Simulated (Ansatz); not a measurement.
# Phonons of ZrBPt in the AlB2 type, part 2 of 3

The plan: relax ZrBPt in the AlB2 type, check its phonons, and, if the lattice is stable, compute its Eliashberg function and ρ(T).

Ansatz 0.2.0; DFT PBEsol, scalar-relativistic, plane waves, PAW; PAW set soft_1.

So far. Step 2 (Relaxation): The largest force is now zero by symmetry and the largest stress component 0.028 GPa. Step 3 (Relaxing tightly for phonons): The largest force is now zero by symmetry and the largest stress component 7.8e-4 GPa, small enough for phonons. The relaxed cell has a = 3.694, c = 3.766 Å (conventional setting).

The structure was built from a prototype and need not be the compound's stable phase.

## Step 4: Phonons: q 2×2×2, k 6×6×4

Before any scattering is computed, the phonons show whether the structure is a minimum.

Input file input.yaml:

```yaml
crystal:
  lattice:
    - [3.6943534276, 0.0, 0.0]
    - [-1.8471767138, 3.1994039188, 0.0]
    - [0.0, 0.0, 3.7659784853]
  atoms:
    - { symbol: Zr, position: [0.0, 0.0, 0.0] }
    - { symbol: B, position: [0.3333333333, 0.6666666667, 0.5] }
    - { symbol: Pt, position: [0.6666666667, 0.3333333333, 0.5] }
kpoints:
  mp_grid: { grid: [6, 6, 4] }
hamiltonian:
  xc: pbesol
  pseudopotentials: { kind: paw, azcp: { folder: soft_1 }, xc_functional: pbe }
scf:
  occupations: { method: methfessel_paxton, width: 0.2 }
output:
  eigenvalues: true
phonons:
  method: dfpt
  qmesh: [2, 2, 2]
  temperatures: { t_max: 1000, t_step: 50 }
  qpath:
    path:
      - [[0.0, 0.0, 0.0], [0.5, 0.0, 0.0], [0.33333333, 0.33333333, 0.0], [0.0, 0.0, 0.0], [0.0, 0.0, 0.5], [0.5, 0.0, 0.5], [0.33333333, 0.33333333, 0.5], [0.0, 0.0, 0.5]]
      - [[0.5, 0.0, 0.5], [0.5, 0.0, 0.0]]
      - [[0.33333333, 0.33333333, 0.5], [0.33333333, 0.33333333, 0.0]]
    npoints: 10
```

Run with:

```sh
$ ansatz run input.yaml --threads 4 --pin off --max-ram 12288MiB --backend cpu --events-out ev --progress --plain --runs-dir out
```

Numbers of over 12 decimals in the logs are rounded to 6 here.

Log:

```text
[...]
Crystal: 3 atoms, lattice volume = 44.513 Å³
Basis set: ecut = 420 eV, 865 PW (Γ), exchange–correlation on 50×50×54 points (8 copies of the dense FFT grid, shifted against one another)
Bands: 21, of which v1, the nominal top of the filled ones, is band 17 counted from 1 (16 counted from 0)
Symmetry: 12 space group operations
k-points: 21 of 144 (time reversal used)
[...]
SCF iter   1: F=—  HF=-16674.172055 eV  |F-HF|=—  |Δ(HF+E_count)|=         —  Δρ=2.20e-1  dr2=3.67e1  ethr=3.10e-3  ⟨swp⟩=4.2  Hψ=1650  notcnv=0
[...]
SCF iter  11: F=-16668.587151 eV  HF=-16668.587151 eV  |F-HF|=7.28e-12  |Δ(HF+E_count)|=  1.09e-11  S|Δr|=    0.00e0  Δρ=6.51e-8  dr2=2.94e-12  ethr=1.00e-12  ⟨swp⟩=5.4  Hψ=1785  notcnv=0
SCF 1 converged in 11 iterations: F = -16668.587151 eV  dr2 = 2.94e-12
[...]
phonons: the bands overlap, so this run is a metal and interpolates without the dipole-dipole term. If the crystal is really an insulator or semiconductor, its LO-TO splitting is missing
NSCF: frozen V_eff on 21 k-points
[...]
DFPT response loops at q = (0, 0, 0) (fractional): preconditioner auto → Kerker (q_TF=auto, 2.596 Å⁻¹) (partly filled bands, converged f_vac=0.000); β = 1.00, the filter's whole step (`scf.mixing.beta` (0.50) is not read by the response loops under this deck's `scf.mixing.preconditioner`; to damp them name `kerker` or `kerker_dos`, under which they read `scf.mixing.beta`, and type it under 1.00, their step now; both keys bind the ground state too); Broyden in place of MSR1
[...]
SCF converged after 11 iterations
Stability not checked: this state was not tested for a lower state beside it, because cold or Methfessel-Paxton smearing, or corrected tetrahedra, fill the levels in a way that the test cannot read (fill_not_monotonic; see scf.lower_state_search)
Free energy (F): -16668.587151 eV
[...]
Internal energy: -16668.583049 eV  (E = F + TS)
E sigma→0 (E₀):  -16668.586125 eV
Entropy (-TS):   -0.004101 eV (-1.367 meV/atom)
Fermi energy:    16.961811 eV
Step filling:    the computed levels leave a gap of 0.0050 eV = 0.0 smearing widths at the electron count; against every level under it full and every level over it empty, smearing changes F+E_penalty+E_count by -3.058 meV and its σ→0 estimate by -2.032 meV
[...]
--- Band table (eV; the first three rows and the last of 21) ---
  k-point 0: bands = [... 13 lower, 13.1006, 16.8675, 17.0315, 17.0315, 17.2698, 19.5238, 19.5238, 22.5173]
  k-point 1: bands = [... 13 lower, 12.8833, 15.2827, 17.5108, 17.5108, 18.1990, 19.9900, 19.9900, 22.1540]
  k-point 2: bands = [... 13 lower, 12.5665, 14.2515, 18.9953, 19.1453, 19.1453, 19.2360, 19.2360, 22.1393]
  k-point 20: bands = [... 13 lower, 13.8752, 14.4863, 15.0229, 16.1568, 16.1646, 19.8775, 21.8648, 22.4705]
--- Phonons (Γ-DFPT): 6 representative perturbations + reference (Σ response iterations 18) ---
  ASR residual: 1.923e-5 → 0.000e0 eV/Å²; symmetrization residual: 3.134e-6 eV/Å²
  ASR residual per site (eV/Å²): 1.88e-5 1.03e-5 1.92e-5
  Γ frequencies (cm⁻¹): 0.00 0.00 0.00 53.75 123.65 123.65 131.66 516.11 516.11
--- Phonons (arbitrary-q DFPT): 4 irreducible q on the 2×2×2 mesh ---
  q = [0.0000, 0.0000, 0.0000] (star 1, of the zone-centre solve; hermiticity 4.75e-7, symmetrization 5.08e-13): -0.00 -0.00 0.00 53.75 123.65 123.65 131.66 516.11 516.11
  q = [0.0000, 0.0000, -0.5000] (star 1, 6 solved perturbations in 180 linear systems a pass and spin channel, the states on 39 of 144 k-point pairs; hermiticity 2.06e-7, symmetrization 2.38e-12): -153.54 83.05 83.05 88.75 88.75 132.17 185.58 502.85 502.85
  q = [0.0000, -0.5000, 0.0000] (star 3, 9 solved perturbations on 39 of 144 k-point pairs; hermiticity 3.98e-7, symmetrization 3.14e-13): -101.94 52.77 83.38 93.82 110.34 126.04 162.03 499.91 528.75
[...]
sum rule: each row above includes the acoustic sum rule's correction from the zone centre's row sums; it moved no ω² by more than (0.51 cm⁻¹)²
  mesh force constants: q→R imaginary residual 1.85e-17; ASR residual 1.923e-5 → 0.000e0 eV/Å²; symmetrization residual 3.553e-15 eV/Å²
  interpolated dispersion: 93 rows × 9 modes
  density of states and harmonic sums: on the 20×20×16 q-mesh, interpolated from the force constants of a 2×2×2 supercell (no non-analytic term)
  largest difference from the sums on the solved wave vectors: F 7.25e-2 eV, S 9.23e-5 and C_V 2.00e-5 eV/K
  zero-point energy: 0.104519 eV/cell   skipped modes (ω ≤ 0): 403, of them read as no rigid motion or as one in doubt: 400 (1.020e0 modes/cell left out, lowest -153.54 cm⁻¹)   left out of the sums: 1.13e-1 of the cell's modes: C_V's classical limit lies that fraction below 3 k_B per atom; for a crystal, a wire or a layer, F and S can be off by more, and a phonons.interpolated_qmesh denser along its periods is the remedy for the sampling
```

The job ended after 32 s (4 threads of Arm Neoverse V1, shared host; peak memory 0.47 GiB; 2 min of CPU time).

The column dr2 measures how far the density is from self-consistency, as an energy; F and HF (Harris–Foulkes) agree once it is small.

This step gave:

| Quantity | Value |
| --- | --- |
| share of imaginary modes in the plain interpolation between solved wavevectors | 0.1143 |
| highest frequency, solved or plainly interpolated | 536.2 cm⁻¹ |

Solved on the 2×2×2 mesh alone; all other wavevectors are interpolated. Phonon branches along the path, in cm⁻¹:

```tsv
point	branch 1	branch 2	branch 3	branch 4	branch 5	branch 6	branch 7	branch 8	branch 9
Γ	0	0	0	54	124	124	132	516	516
halfway	-56	36	73	84	118	123	134	507	522
M	-102	53	83	94	110	126	162	500	529
halfway	-96	50	76	94	114	119	165	503	526
K	-90	47	69	95	113	116	168	507	523
halfway	-65	36	80	84	120	122	138	506	523
Γ	0	0	0	54	124	124	132	516	516
halfway	-102	48	48	110	113	113	150	510	510
A	-154	83	83	89	89	132	186	503	503
halfway	-132	75	80	95	128	165	167	507	520
L	-99	78	91	100	110	180	182	512	536
halfway	-95	32	60	122	143	177	178	515	536
H	-87	-34	14	139	160	173	173	518	536
halfway	-126	58	89	96	141	163	169	509	523
A	-154	83	83	89	89	132	186	503	503
jump to L	-99	78	91	100	110	180	182	512	536
halfway	-96	65	78	104	107	160	169	506	532
M	-102	53	83	94	110	126	162	500	529
jump to H	-87	-34	14	139	160	173	173	518	536
halfway	-92	-5	54	118	145	148	166	513	530
K	-90	47	69	95	113	116	168	507	523
```

The phonon branches as a text plot (rows in cm⁻¹):

```
    522 |**********************     ***************  ************
    493 |   ************       *******           ****   ***     *
    464 |
    436 |
    407 |
    378 |
    349 |
    321 |
    292 |
    263 |
    234 |
    206 |
    177 |        *****          ************************** ******
    148 |   *****     **      **  ***     ***********   *******
    120 |*************************  ********  *****  ******  ****
     91 |   *************     * **********      ***********    **
     62 |* ** ********  ****** **   **   ***  ** ***  *****   ***
     33 |*****     ********* **           *  * **           *****
      5 |**               ***              ** *            *
    -24 |  *             *   *              **             ***
    -53 |   *           *
    -82 |    **   ******      *            ***          *  ******
   -110 |      ***             *      *****   ***    *** **
   -139 |                       ******           ****
         Γ     M    K       Γ     A      L   H      A|L   M|H   K
```

Lowest modes at the softest wavevector of the mesh. Modes at q = (0.000, 0.000, 0.500), with each element's share of the kinetic energy (negative means imaginary):

```tsv
mode	frequency (cm⁻¹)	Zr %	B %	Pt %
1	-153.5	0	47	53
2	83.1	0	4	96
3	83.1	0	4	96
4	88.7	100	0	0
5	88.7	100	0	0
6	132.2	100	0	0
```

Displacements in mode 1 (-153.5 cm⁻¹), the largest set to 1, in the home cell:
```
Zr1  0.00  0.00  0.00
B2   0.00  0.00  1.00
Pt3  0.00  0.00 -0.25
```

Displacements in mode 2 (83.1 cm⁻¹), the largest set to 1, in the home cell (x, y, z of the real part, then of the imaginary part):
```
Zr1  0.00  0.00  0.00  0.00  0.00  0.00
B2  -0.86  0.01  0.00  0.00  0.11  0.00
Pt3 -1.00  0.01  0.00  0.00  0.13  0.00
```

Among the solved wavevectors the lowest mode, translations apart, is -154 cm⁻¹, imaginary.

## Step 5: Phonons by linear response: q 3×3×2, k 6×6×6

An imaginary mode on so few k-points may come from the sampling, so the phonons are repeated with another q and k mesh.

input.yaml: that of step 4 with these lines changed.

```diff
@@ -10,3 +10,3 @@
 kpoints:
-  mp_grid: { grid: [6, 6, 4] }
+  mp_grid: { grid: [6, 6, 6] }
 hamiltonian:
@@ -20,3 +20,3 @@
   method: dfpt
-  qmesh: [2, 2, 2]
+  qmesh: [3, 3, 2]
   temperatures: { t_max: 1000, t_step: 50 }
```

Log:

```text
[...]
Crystal: 3 atoms, lattice volume = 44.513 Å³
Basis set: ecut = 420 eV, 865 PW (Γ), exchange–correlation on 50×50×54 points (8 copies of the dense FFT grid, shifted against one another)
Bands: 21, of which v1, the nominal top of the filled ones, is band 17 counted from 1 (16 counted from 0)
Symmetry: 12 space group operations
k-points: 28 of 216 (time reversal used)
[...]
SCF iter   1: F=—  HF=-16674.147953 eV  |F-HF|=—  |Δ(HF+E_count)|=         —  Δρ=2.21e-1  dr2=3.72e1  ethr=3.10e-3  ⟨swp⟩=4.2  Hψ=2202  notcnv=0
[...]
SCF iter  11: F=-16668.562582 eV  HF=-16668.562582 eV  |F-HF|=3.64e-12  |Δ(HF+E_count)|=  3.64e-12  S|Δr|=    0.00e0  Δρ=6.36e-8  dr2=2.31e-12  ethr=1.00e-12  ⟨swp⟩=5.3  Hψ=2375  notcnv=0
SCF 1 converged in 11 iterations: F = -16668.562582 eV  dr2 = 2.31e-12
[...]
SCF converged after 11 iterations
[...]
Free energy (F): -16668.562582 eV
[...]
Internal energy: -16668.551870 eV  (E = F + TS)
E sigma→0 (E₀):  -16668.559904 eV
Entropy (-TS):   -0.010712 eV (-3.571 meV/atom)
Fermi energy:    16.968898 eV
[...]
--- Band table (eV; the first three rows and the last of 28) ---
  k-point 0: bands = [... 13 lower, 13.1111, 16.8533, 17.0419, 17.0419, 17.2718, 19.5290, 19.5290, 22.5143]
  k-point 1: bands = [... 13 lower, 13.0207, 15.9451, 17.2126, 17.2126, 17.7939, 19.8222, 19.8222, 22.3729]
  k-point 2: bands = [... 13 lower, 12.7434, 14.7292, 17.9946, 17.9946, 18.6096, 19.9932, 19.9932, 21.9936]
  k-point 27: bands = [... 13 lower, 13.9033, 14.4783, 15.0013, 16.1695, 16.1819, 19.8837, 21.8620, 22.4826]
[...]
ASR residual: 1.337e-5 → 0.000e0 eV/Å²; symmetrization residual: 2.955e-6 eV/Å²
  ASR residual per site (eV/Å²): 1.34e-5 6.73e-6 3.18e-6
  Γ frequencies (cm⁻¹): 0.00 0.00 0.00 31.19 115.55 115.55 145.19 504.55 504.55
--- Phonons (arbitrary-q DFPT): 6 irreducible q on the 3×3×2 mesh ---
[...]
interpolated dispersion: 93 rows × 9 modes
[...]
```

The job ended after 76 s (4 threads; peak memory 0.55 GiB).

Numbers from this step:

| Quantity | Value |
| --- | --- |
| share of imaginary modes in the plain interpolation between solved wavevectors | 0.1832 |
| highest frequency, solved or plainly interpolated | 524 cm⁻¹ |

Solved on the 3×3×2 mesh alone; all other wavevectors are interpolated. The phonon branches at the labelled points (cm⁻¹):

```tsv
point	branch 1	branch 2	branch 3	branch 4	branch 5	branch 6	branch 7	branch 8	branch 9
Γ	0	0	0	31	116	116	145	504	504
halfway	-142	38	57	85	110	118	131	500	517
M	-178	-14	19	82	102	116	152	491	522
halfway	-162	-71	-17	86	102	108	147	487	522
K	-145	-91	-50	85	92	112	143	482	522
halfway	-148	21	63	77	110	123	126	497	519
Γ	0	0	0	31	116	116	145	504	504
halfway	-95	52	52	109	109	109	149	498	498
A	-142	84	84	93	93	122	182	491	491
halfway	-140	16	77	89	135	166	170	493	511
L	-132	50	65	85	107	172	185	486	524
halfway	-122	-85	42	99	130	165	175	490	518
H	-113	-105	-57	110	153	155	156	495	510
halfway	-137	-31	74	82	142	162	173	493	514
A	-142	84	84	93	93	122	182	491	491
jump to L	-132	50	65	85	107	172	185	486	524
halfway	-149	22	39	88	97	152	164	489	523
M	-178	-14	19	82	102	116	152	491	522
jump to H	-113	-105	-57	110	153	155	156	495	510
halfway	-129	-95	27	62	131	142	144	496	509
K	-145	-91	-50	85	92	112	143	482	522
```

The phonon branches as a text plot (rows in cm⁻¹):

```
    509 |***********************   ***************** ************
    480 |     **********        ************ **************   ***
    451 |
    422 |
    392 |
    363 |
    334 |
    305 |
    275 |
    246 |
    217 |
    187 |                        ***  *****     *  ****
    158 |*    *****        ******   *** ************ *********
    129 |********  *********** *********  **  ***** *   ***  ****
    100 | *****************   ****************** ************  **
     70 |   ******    ** **    ************     *******  **  * *
     41 | ******      * ** ****     *  ***     *  *  ****     *
     12 |**   * **        ****       **    *  *  *       **   *
    -17 |*     ** *  *     **                           ***  *
    -47 | *        ** **     *              **  *          **  **
    -76 |        *****    *   *           *    *              ***
   -105 |                *     *           ****            ***
   -134 |  **      **   *       ***********    *********     ****
   -164 |    ******  ***                                ***
         Γ     M    K       Γ     A      L   H      A|L   M|H   K
```

Lowest modes at the softest wavevector of the mesh. Modes at q = (0.000, -0.333, 0.000), with each element's share of the kinetic energy (negative means imaginary):

```tsv
mode	frequency (cm⁻¹)	Zr %	B %	Pt %
1	-164.5	4	95	1
2	32.9	30	3	67
3	65.5	43	2	55
4	72.1	15	2	83
5	106.0	70	2	28
6	122.4	82	3	16
```

Displacements in mode 1 (-164.5 cm⁻¹), the largest set to 1, in the home cell:
```
Zr1  0.00  0.00  0.07
B2   0.00  0.00  1.00
Pt3  0.00  0.00 -0.02
```

Displacements in mode 4 (72.1 cm⁻¹), the largest set to 1, in the home cell (x, y, z of the real part, then of the imaginary part):
```
Zr1  0.00  0.00  0.27  0.00  0.00  0.55
B2   0.00  0.00  0.29  0.00  0.00 -0.64
Pt3  0.00  0.00  1.00  0.00  0.00  0.04
```

The modes has structure finer than the step of the table below, so its rows give means over 20 cm⁻¹, whole bins alone (the curve runs from -188 to 550 cm⁻¹). Peaks (cm⁻¹: height): B -136.9: 0.0180, 493.8: 0.0619, 517.0: 0.0506; Pt -136.9: 0.00535, -53.5: 0.00609, 81.1: 0.0262, 146.0: 0.0146; Zr -132.3: 0.0081, 108.9: 0.0332, 146.0: 0.0240.

Phonopy on the run's constants, 17x17x15 mesh, Gaussian sigma 5.3 cm⁻¹. Modes against wavenumber; means over each step; values in 1/cm⁻¹/cell:

```tsv
wavenumber (cm⁻¹)	B	Pt	Zr
-160	0.00818	2.6e-4	7.5e-4
-140	0.0153	0.00359	0.00564
-120	0.00650	0.00201	0.00318
-100	0.00153	0.00220	7.4e-4
-80	7.4e-4	0.00374	0.00150
-60	6.9e-4	0.00530	0.00238
-40	4.3e-4	0.00509	0.00241
-20	3.4e-4	0.00462	0.00210
0	1.4e-4	0.00233	0.00108
20	5.7e-4	0.00730	0.00388
40	0.00105	0.0154	0.00848
60	0.00130	0.0175	0.00902
80	0.00223	0.0233	0.0101
100	0.00191	0.0138	0.0226
120	0.00292	0.0117	0.0238
140	0.00267	0.0132	0.0219
160	0.00415	0.0115	0.0226
180	0.00216	0.00330	0.00742
200	4.4e-5	3.1e-5	8.8e-5
220	0	0	0
240	0	0	0
260	0	0	0
280	0	0	0
300	0	0	0
320	0	0	0
340	0	0	0
360	0	0	0
380	0	0	0
400	0	0	0
420	0	0	0
440	0	0	0
460	1.2e-5	0	0
480	0.0156	4.1e-4	5.2e-5
500	0.0431	0.00156	1.1e-4
520	0.0355	0.00194	1.8e-5
```

No LO-TO term; unit eigenvectors of the mass-weighted matrix. Modes at Γ, with each element's share of the kinetic energy:

```tsv
mode	frequency (cm⁻¹)	symmetry	Zr %	B %	Pt %
1	0.0	unnamed	31	4	66
2	0.0	unnamed	31	4	66
3	0.0	unnamed	31	4	66
4	31.2	A2''	1	96	3
5	115.5	E'	69	1	29
6	115.5	E'	69	1	29
7	145.2	A2''	68	0	32
8	504.5	E'	0	95	5
9	504.5	E'	0	95	5
```

Displacements in mode 4 (31.2 cm⁻¹), the largest set to 1:
```
Zr1  0.00  0.00 -0.04
B2   0.00  0.00  1.00
Pt3  0.00  0.00 -0.04
```

Displacements in mode 8 (504.5 cm⁻¹), the largest set to 1:
```
Zr1  0.00  0.00  0.00
B2   1.00  0.00  0.00
Pt3 -0.05  0.00  0.00
```

Among the solved wavevectors the lowest mode, translations apart, is -164 cm⁻¹, imaginary.

[end of part 2 of 3]

[Logs are printed without paths, hosts, clocks, repeated set-up lines and the standing remarks that a program may print on its own settings, such as how far it seeks lower states.]

[Hosts, paths, dates, database ids (printed as entryN), source tags and the programs' standing remarks are cut or masked in the printed files.]
